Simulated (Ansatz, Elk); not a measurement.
**NiPtCl6: X-ray structure factors from the self-consistent density**

The structure of NiPtCl6 used here is made up (a known structure type with other elements) and was relaxed beforehand with PBE. The aim is the Fourier transform of its all-electron density, F(hkl), set beside the sum over free spherical atoms that refinements use.

Main program and level: Elk 11.2.3 (patched build); DFT, PBE, all-electron APW+lo, Dirac cores, scalar-relativistic bands, static density, ferromagnetic start.

This account leaves out most program logs.

The structure was built from a prototype and need not be the compound's stable phase.

## 1. The structure

The structure is trigonal, space group R-3 (No. 148). The conventional cell has a = 6.037 Å, b = 6.037 Å, c = 16.209 Å, α = 90.00°, β = 90.00°, γ = 120.00°. Pt has 6 Cl at 2.37 Å nearest. Ni has 6 Cl at 2.40 Å nearest. Nearest to Cl lie 1 Pt at 2.37 Å and 1 Ni at 2.40 Å. Farther neighbours and most contacts between anions are not listed.

Structure file:

```cif
data_structure
_symmetry_space_group_name_H-M 'P 1'
_symmetry_Int_Tables_number 1
_cell_length_a 6.4297
_cell_length_b 6.4297
_cell_length_c 6.4297
_cell_angle_alpha 55.996
_cell_angle_beta 55.996
_cell_angle_gamma 55.996
_cell_volume 170.52
loop_
_atom_site_label
_atom_site_type_symbol
_atom_site_fract_x
_atom_site_fract_y
_atom_site_fract_z
_atom_site_occupancy
Pt1 Pt 0.00000 0.00000 0.00000 1
Ni2 Ni 0.50000 0.50000 0.50000 1
Cl3 Cl 0.39952 0.09616 0.75549 1
Cl4 Cl 0.09616 0.75549 0.39952 1
Cl5 Cl 0.75549 0.39952 0.09616 1
Cl6 Cl 0.60048 0.90384 0.24451 1
Cl7 Cl 0.90384 0.24451 0.60048 1
Cl8 Cl 0.24451 0.60048 0.90384 1
```

## 2. Ground state and structure factors

An all-electron density is needed, since X-rays see the cores too. Task 0 finds the density and task 195 Fourier-transforms it; tshift is off so that phases refer to the origin typed.

Input file elk.in:

```
tasks
  0
  195
  196

xctype
  20

spinpol
  .true.

rgkmax
  7.0

gmaxvr
  14.0

lmaxo
  7

lmaxapw
  8

swidth
  0.002

tshift
  .false.

ramdisk
  .false.

hmaxvr
  5.5

maxscl
  120

epspot
  1e-06

reducebf
  0.8

sppath
  './'

avec
  5.70386460840 3.29312776679 10.21043555157
  -5.70386460840 3.29312776679 10.21043555157
  0.00000000000 -6.58625553446 10.21043555128

atoms
  3
  'Pt.in'
  1
  -0.0000000000 0.0000000000 0.0000000000   0.000000 0.000000 0.000000
  'Ni.in'
  1
  0.5000000000 0.5000000000 0.5000000000   0.000000 0.000000 -0.070000
  'Cl.in'
  6
  0.3995169767 0.0961642945 0.7554910191   0.000000 0.000000 0.000000
  0.0961642945 0.7554910191 0.3995169767   0.000000 0.000000 0.000000
  0.7554910191 0.3995169767 0.0961642945   0.000000 0.000000 0.000000
  0.6004830233 0.9038357055 0.2445089809   0.000000 0.000000 0.000000
  0.9038357055 0.2445089809 0.6004830233   0.000000 0.000000 0.000000
  0.2445089809 0.6004830233 0.9038357055   0.000000 0.000000 0.000000

ngridk
  4 4 4
```

On the command line:

```
> OMP_NUM_THREADS=4 elk
```

Elapsed: 6.9 min, on 4 threads of Arm Neoverse V1, shared host; peak memory 0.71 GiB.

SFACRHO.OUT:

```text

h k l indices transformed by vhmat matrix:
   1.000000000       0.000000000       0.000000000    
   0.000000000       1.000000000       0.000000000    
   0.000000000       0.000000000       1.000000000    

      h      k      l  multipl.   |H|            Re(F)            Im(F)           |F|

      0      0      0      1   0.0000000       208.00000     -0.47373015E-16   208.00000    
     -1     -1     -1      2  0.61536898       47.588112      0.31939164E-13   47.588112    
      0     -1      0      6  0.66825014       49.493658      0.10979088E-13   49.493658    
      1      0      1      6  0.75682533       102.81028      0.18963879E-13   102.81028    
     -1     -2     -1      6   1.0381184       88.886814     -0.25950571E-13   88.886814    
      1      0     -1      6   1.1015663       53.191939      0.39923955E-14   53.191939    
      2      2      1      6   1.2068011       43.351878     -0.77851713E-13   43.351878    
      2      2      2      2   1.2307380       14.967119     -0.12179925E-13   14.967119    
     -2     -1      0      6   1.2617953       108.31573     -0.99809888E-15   108.31573    
      1      2      0      6   1.2617953      -19.060590     -0.61882131E-13   19.060590    
      1      1     -1      6   1.2884125       42.030539     -0.11977187E-13   42.030539    
      0      0     -2      6   1.3365003       80.020328     -0.49904944E-14   80.020328    
     -2     -2      0      6   1.5136507       93.047765     -0.32937263E-13   93.047765    
     -2     -2     -3      6   1.5704074       41.407754      0.60884032E-13   41.407754    
     -1     -1     -3      6   1.6339576       44.068782      0.30442016E-13   44.068782    
      3      2      1      6   1.6517156       113.60703      0.90826998E-13   113.60703    
     -1     -2     -3      6   1.6517156       115.20893     -0.90826998E-13   115.20893    
      0      1     -2      6   1.6951269       49.527114      -0.0000000       49.527114
```

Elk indexes on the primitive cell of elk.in and gives |H| = 4π sin θ/λ in inverse bohr. Below, one row stands for each form hkl of the conventional cell (m members, Friedel mates merged), F is for one primitive cell and the density is static (no thermal factor). Free-atom factors are Waasmaier and Kirfel's, and R is Σm||F|−|F'||/Σm|F|.

| hkl | m | sin θ/λ (Å⁻¹) | abs F, DFT | neutral atoms | diff. | ions | diff. |
| --- | --- | --- | --- | --- | --- | --- | --- |
| 003 | 2 | 0.092 | 47.588 | 47.865 | -0.277 | 46.186 | +1.402 |
| 101 | 6 | 0.101 | 49.494 | 49.823 | -0.330 | 48.278 | +1.216 |
| 012 | 6 | 0.114 | 102.810 | 103.144 | -0.334 | 100.421 | +2.389 |
| 104 | 6 | 0.156 | 88.887 | 89.320 | -0.433 | 87.858 | +1.029 |
| 110 | 6 | 0.166 | 53.192 | 53.598 | -0.406 | 52.185 | +1.007 |
| 015 | 6 | 0.181 | 43.352 | 43.650 | -0.298 | 42.907 | +0.444 |
| 006 | 2 | 0.185 | 14.967 | 15.482 | -0.515 | 14.600 | +0.367 |
| 2 -1 3 | 6 | 0.190 | 108.316 | 108.175 | +0.141 | 107.593 | +0.723 |
| 113 | 6 | 0.190 | 19.061 | 18.447 | +0.613 | 19.177 | -0.117 |
| 021 | 6 | 0.194 | 42.031 | 42.359 | -0.329 | 41.740 | +0.290 |
| 202 | 6 | 0.201 | 80.020 | 80.184 | -0.164 | 79.738 | +0.283 |
| 024 | 6 | 0.228 | 93.048 | 92.894 | +0.153 | 92.752 | +0.295 |
| 107 | 6 | 0.236 | 41.408 | 41.473 | -0.065 | 41.186 | +0.222 |
| 205 | 6 | 0.246 | 44.069 | 44.032 | +0.037 | 43.785 | +0.284 |
| 2 -1 6 | 6 | 0.248 | 113.607 | 113.821 | -0.214 | 113.732 | -0.125 |
| 116 | 6 | 0.248 | 115.209 | 115.439 | -0.230 | 115.343 | -0.134 |
| 3 -1 1 | 6 | 0.255 | 49.527 | 49.474 | +0.053 | 49.245 | +0.282 |
| 211 | 6 | 0.255 | 32.160 | 32.270 | -0.110 | 32.121 | +0.039 |
| 3 -2 2 | 6 | 0.261 | 82.986 | 83.188 | -0.203 | 83.297 | -0.311 |
| 122 | 6 | 0.261 | 77.452 | 77.695 | -0.243 | 77.830 | -0.378 |
| 018 | 6 | 0.265 | 77.821 | 77.860 | -0.038 | 78.011 | -0.190 |
| 009 | 2 | 0.278 | 41.995 | 42.119 | -0.124 | 42.007 | -0.012 |

The ions are Ni2+, Pt4+ and Cl−, by formal charge.

## 3. The magnetisation density

The same run holds the spin density, and task 196 transforms it. The order is that of the start, and no other was tried.

SFACMAG_1.OUT:

```text

h k l indices transformed by vhmat matrix:
   1.000000000       0.000000000       0.000000000    
   0.000000000       1.000000000       0.000000000    
   0.000000000       0.000000000       1.000000000    

      h      k      l  multipl.   |H|            Re(F)            Im(F)           |F|

      0      0      0      1   0.0000000       1.9992067     -0.11358631E-17   1.9992067    
     -1     -1     -1      2  0.61536898      -1.1781156      0.17973577E-14   1.1781156    
      0     -1      0      6  0.66825014      -1.1917109      0.41425002E-15   1.1917109    
      1      0      1      6  0.75682533       1.3355690      0.85774122E-15   1.3355690    
     -1     -2     -1      6   1.0381184       1.1921553     -0.14727807E-14   1.1921553    
      1      0     -1      6   1.1015663       1.0342562      0.28558884E-15   1.0342562    
      2      2      1      6   1.2068011      -1.0713056     -0.32594167E-14   1.0713056    
      2      2      2      2   1.2307380      0.79028536      0.27994773E-14  0.79028536    
     -2     -1      0      6   1.2617953     -0.84501068      0.14347671E-14  0.84501068    
      1      2      0      6   1.2617953      -1.2451998     -0.16204486E-14   1.2451998    
      1      1     -1      6   1.2884125      -1.0822752     -0.80120828E-15   1.0822752    
      0      0     -2      6   1.3365003      0.95329121     -0.62771062E-15  0.95329121    
     -2     -2      0      6   1.5136507       1.0928310     -0.13236507E-14   1.0928310    
     -2     -2     -3      6   1.5704074     -0.90039910      0.25410584E-14  0.90039910    
     -1     -1     -3      6   1.6339576     -0.83473268      0.10872845E-14  0.83473268    
      3      2      1      6   1.6517156       1.0383770      0.26765425E-14   1.0383770
```

The total moment is 2.00 μB a cell; sphere moments: Pt1 +0.08, Ni2 +1.36, Cl3 +0.07, Cl4 +0.07, Cl5 +0.07, Cl6 +0.07, Cl7 +0.07, Cl8 +0.07 μB. Polarised neutrons measure spin and orbital magnetisation together; without spin-orbit coupling the run gives the spin part:

| hkl | sin θ/λ (Å⁻¹) | abs F_M (μB) |
| --- | --- | --- |
| 003 | 0.092 | 1.178 |
| 101 | 0.101 | 1.192 |
| 012 | 0.114 | 1.336 |
| 104 | 0.156 | 1.192 |
| 110 | 0.166 | 1.034 |
| 015 | 0.181 | 1.071 |
| 006 | 0.185 | 0.790 |
| 2 -1 3 | 0.190 | 0.845 |
| 113 | 0.190 | 1.245 |
| 021 | 0.194 | 1.082 |
| 202 | 0.201 | 0.953 |
| 024 | 0.228 | 1.093 |
| 107 | 0.236 | 0.900 |
| 205 | 0.246 | 0.835 |

## 4. The highest occupied states alone

An energy window below the Fermi level keeps the highest occupied states, to see at which angles they scatter; shallow core shells can lie inside it and anion s states outside. No new self-consistency is needed.

elk.in: that of step 2 with these lines changed.

```diff
@@ -1,5 +1,3 @@
 tasks
-  0
   195
-  196
 
@@ -44,2 +42,5 @@
 
+wsfac
+  -0.339890 0.401110
+
 sppath
```

On the command line:

```
> OMP_NUM_THREADS=4 elk
```

It took 30 s on 4 threads; peak memory 0.46 GiB.

States within 12 eV below the Fermi level hold 50.00 electrons; any levels below the window count with the cores. Their amplitudes can exceed the total, where window and core parts have opposite phase:

| hkl | sin θ/λ (Å⁻¹) | abs F, window | abs F, all |
| --- | --- | --- | --- |
| 003 | 0.092 | 1.385 | 47.588 |
| 101 | 0.101 | 0.936 | 49.494 |
| 012 | 0.114 | 15.082 | 102.810 |
| 104 | 0.156 | 10.677 | 88.887 |
| 110 | 0.166 | 3.869 | 53.192 |
| 015 | 0.181 | 2.475 | 43.352 |
| 006 | 0.185 | 1.972 | 14.967 |
| 2 -1 3 | 0.190 | 7.568 | 108.316 |
| 113 | 0.190 | 12.149 | 19.061 |
| 021 | 0.194 | 2.718 | 42.031 |

## 5. Another functional

The difference from free atoms is small, so it is set against the change that LDA (Perdew-Wang) makes.

elk.in: that of step 4 with these lines changed.

```diff
@@ -1,6 +1,8 @@
 tasks
+  0
   195
+  196
 
 xctype
-  20
+  3
 
@@ -42,5 +44,2 @@
 
-wsfac
-  -0.339890 0.401110
-
 sppath
```

On the command line:

```
> OMP_NUM_THREADS=4 elk
```

Elapsed: 4 min, on 4 threads; peak memory 0.49 GiB.

Against the first run R = 0.04 %; the largest change is +0.152 at 006. The moment goes from 2.00 to 2.00 μB.

## 6. Basis size

A smaller basis shows how fast F responds to it; the change is likely larger than the basis error of the first run, but doesn't show convergence.

elk.in: that of step 5 with these lines changed.

```diff
@@ -6,3 +6,3 @@
 xctype
-  3
+  20
 
@@ -12,3 +12,3 @@
 rgkmax
-  7.0
+  5.5
```

On the command line:

```
> OMP_NUM_THREADS=4 elk
```

It took 6.6 min on 4 threads; peak memory 0.73 GiB.

Against the first run R = 0.05 %; the largest change is -0.109 at 300. The moment goes from 2.00 to 2.00 μB.

## 7. With a Hubbard U

A Hubbard U is put on the d shell, to see how far it moves the factors.

elk.in: that of step 6 with these lines changed.

```diff
@@ -12,3 +12,3 @@
 rgkmax
-  5.5
+  7.0
 
@@ -71 +71,5 @@
   4 4 4
+
+dft+u
+  1 1
+  2 2 0.220496 0.000000
```

On the command line:

```
> OMP_NUM_THREADS=4 elk
```

Wall time 11 min (4 threads); peak memory 0.75 GiB.

The run was cut off at its time limit.

## 8. Settings against the effect

| run | R against the first run (%) | R against neutral atoms, low angle (%) | wall time |
| --- | --- | --- | --- |
| PBE, rgkmax 7 | 0.00 | 0.35 | 6.9 min |
| LDA (Perdew-Wang) | 0.04 | 0.33 | 4 min |
| rgkmax 5.5 | 0.05 | 0.36 | 6.6 min |

## 9. Results

```json
{
  "R against neutral atoms, sin θ/λ < 0.3 Å⁻¹": "0.35 %",
  "R against neutral atoms, 0.3 to 0.53 Å⁻¹": "0.29 %",
  "R against ions, below 0.3 Å⁻¹": "0.68 %"
}
```

What this shows: Independent neutral atoms miss the calculated amplitudes by R = 0.35 % below 0.3 Å⁻¹ and 0.29 % from there to 0.53 Å⁻¹; by shells, 0.45 % below 0.15 Å⁻¹ (3 forms), 0.34 % 0.15 to 0.3 (25 forms), 0.26 % 0.3 to 0.45 (65 forms), 0.31 % above 0.45 (56 forms). Bonding, aspherical density and the tables' own atoms all enter these figures, and the runs don't part them. The largest change of an amplitude is +0.61 electrons, at 113. Formal ions give R = 0.68 % at low angle, further off than neutral atoms. The magnetic order is that of the start. No other order was tried here, and an antiferromagnetic one would change or move the magnetic intensity. The window's part falls from 50.0 electrons at the origin to at most 2.44 between 0.45 and 0.53 Å⁻¹, where compact states inside the window still scatter. Below 0.3 Å⁻¹ the changes that finished (LDA (Perdew-Wang) and rgkmax 5.5) move F by R = 0.04 % at most, against the 0.35 % that separates it from free atoms. The magnetic factors move by R = 6.9 % (LDA (Perdew-Wang)) and 1.2 % (rgkmax 5.5), so they aren't settled to better than that. The k-mesh has no finished test. Spin-orbit coupling is left out, which can matter for elements this heavy. Part of the difference isn't bonding: the tables are fits to free atoms and ions calculated by other methods than this functional. Thermal motion, anomalous dispersion and extinction are left out.

[Logs are printed without paths, hosts, clocks, repeated set-up lines and the standing remarks that a program may print on its own settings, such as how far it seeks lower states.]

[Hosts, paths, dates, database ids (printed as entryN), source tags and the programs' standing remarks are cut or masked in the printed files.]
